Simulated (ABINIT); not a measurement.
Planning a run of ABINIT 10.8.3 on NaCl (Fm-3m). The input:

```
acell 3*1.0 Angstrom
rprim 
  0.000000000000 2.810000000000 2.810000000000
  2.810000000000 0.000000000000 2.810000000000
  2.810000000000 2.810000000000 0.000000000000
ntypat 2
znucl 11 17
natom 2
typat 1 2
xred 
  0.000000000000 0.000000000000 0.000000000000
  0.500000000000 0.500000000000 0.500000000000
pp_dirpath "pseudos"
pseudos "Na.upf, Cl.upf"
ecut 38
ngkpt 6 6 6
nshiftk 1
shiftk 0 0 0
kptopt 1
chksymbreak 0
istwfk *1
occopt 1
irdwfk 1
optdriver 4
nband 124
gwcalctyp 10
ecutsigx 38
symsigma 1
nkptgw 16
kptgw 
  0.0000000000 0.0000000000 0.0000000000
  0.1666666667 0.0000000000 0.0000000000
  0.3333333333 0.0000000000 0.0000000000
  0.5000000000 0.0000000000 0.0000000000
  0.1666666667 0.1666666667 0.0000000000
  0.3333333333 0.1666666667 0.0000000000
  0.5000000000 0.1666666667 0.0000000000
  -0.3333333333 0.1666666667 0.0000000000
  -0.1666666667 0.1666666667 0.0000000000
  0.3333333333 0.3333333333 0.0000000000
  0.5000000000 0.3333333333 0.0000000000
  -0.3333333333 0.3333333333 0.0000000000
  0.5000000000 0.5000000000 0.0000000000
  0.5000000000 0.3333333333 0.1666666667
  -0.3333333333 0.3333333333 0.1666666667
  -0.3333333333 0.5000000000 0.1666666667
bdgw 
  1 30
  1 30
  1 30
  1 30
  1 30
  1 30
  1 30
  1 30
  1 30
  1 30
  1 30
  1 30
  1 30
  1 30
  1 30
  1 30
ecuteps 6
irdscr 1
ppmodel 1
irdqps 1
indata_prefix "in"
outdata_prefix "out"
tmpdata_prefix "tmp"
```

The database entry behind the starting cell differs from later determinations by our own check (an axis about 0.4 % short against later determinations), so it need not match the best structure at ambient conditions.

```sh
OMP_NUM_THREADS=1 mpirun -n 8 abinit run.abi > log
```

**Question.** Estimate wall time and host memory on 8 MPI ranks of AMD EPYC 9R45, shared host.

It took 11 min; on shared hardware allow 5.6 min to 22 min. Peak host memory was 7.7 GiB.

[Paths, hosts, dates, memory and timing lines, banners, echoed tables and standing remarks are left out of the program output.]

[Logs are printed without paths, hosts, clocks, repeated set-up lines and the standing remarks that a program may print on its own settings, such as how far it seeks lower states.]

[Runs of the session that timed out or met a known fault of the program may be left out.]

[Hosts, paths, dates, database ids (printed as entryN), source tags and the programs' standing remarks are cut or masked in the printed files.]

[G0W0 gaps are taken among the corrected bands and points alone; a level outside them can change the order at an edge.]

[Where Ansatz stands beside ABINIT at settings called matched, ABINIT's density can come from a denser mesh and the files from another edition; pairs whose starting gaps differed by over 0.03 eV were left out, so agreement reads better than it is.]
